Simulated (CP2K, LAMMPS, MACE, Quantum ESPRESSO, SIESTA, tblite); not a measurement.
# Bulk modulus two ways: amorphous 41Ga2O3-59SiO2 (mol %) (111 atoms), QE, PBE

The cell holds 111 atoms (24 Ga, 17 Si and 70 O). Recipe: 111 atoms (24 Fe, 17 Si, 70 O) placed at random at 3.3 g/cm³, melted at 5000 K for 10 ps at fixed volume with the Morse and Coulomb pair potential with partial charges (Pedone, Malavasi, Menziani, Cormack and Segre, J. Phys. Chem. B 110, 11780 (2006)). Quenched from 5000 K to 300 K at 50 K/ps and fixed volume, held 10 ps at zero pressure, then minimised at fixed cell. Then Fe was replaced by Ga and the cell scaled by 1.005 (the potential has no terms for the new elements, so the cell is a start for a DFT relaxation). Then the atoms were relaxed with MACE MP-0b3 medium in the fixed cell.

Calculated with Quantum ESPRESSO 7.5: PBE; plane waves, SSSP efficiency, 70/560 Ry; k-points Γ. The cell is scaled evenly by ±3 % in volume, and MACE MP-0b3 medium relaxes the atoms at each volume before the single point.

```
volume (Å³/atom)  energy less the middle row's (meV/atom)  pressure (GPa)
          11.134                                   12.935           7.295
          11.478                                    0.000           4.035
          11.822                                   -7.060           1.505
```

**Question.** Find the bulk modulus at the middle volume from the pressures and from the energies, and check the printed pressure against the slope of the energy (1 meV/Å³ = 0.16022 GPa).

Worked:

The step is h = 0.3443 Å³. From pressures: B = −V dP/dV = 11.478 × (7.295 − (1.505)) / (2 × 0.3443) = 96.5 GPa.

From energies: B = V d²E/dV² = 11.478 × (12.935 + (-7.060)) / 0.3443² = 568.7 meV/Å³ = 91.1 GPa.

Slope: P = −dE/dV = −(-7.060 − (12.935)) / (2 × 0.3443) = 29.0 meV/Å³ = 4.65 GPa, against 4.04 GPa printed.

The two moduli agree within 6 %.

A central difference over ±3 % overstates P by about B(1 + B′)(0.03)²/6, some 0.07 GPa for B′ = 4, which is small against the gap found. The atoms follow MACE MP-0b3 medium, so this level's forces do work along the path, which enters the energies but not the printed pressures. A stress printed at a finite cutoff holds the number of plane waves fixed and tends to come out low, which is the sign found here.

Limits: three points, a static cell at zero temperature, the cell shape held; the modulus is that at 4.0 GPa, not at zero pressure.

[Logs are printed without paths, hosts, clocks, repeated set-up lines and the standing remarks that a program may print on its own settings, such as how far it seeks lower states.]

[Hosts, paths, dates, database ids (printed as entryN), source tags and the programs' standing remarks are cut or masked in the printed files.]
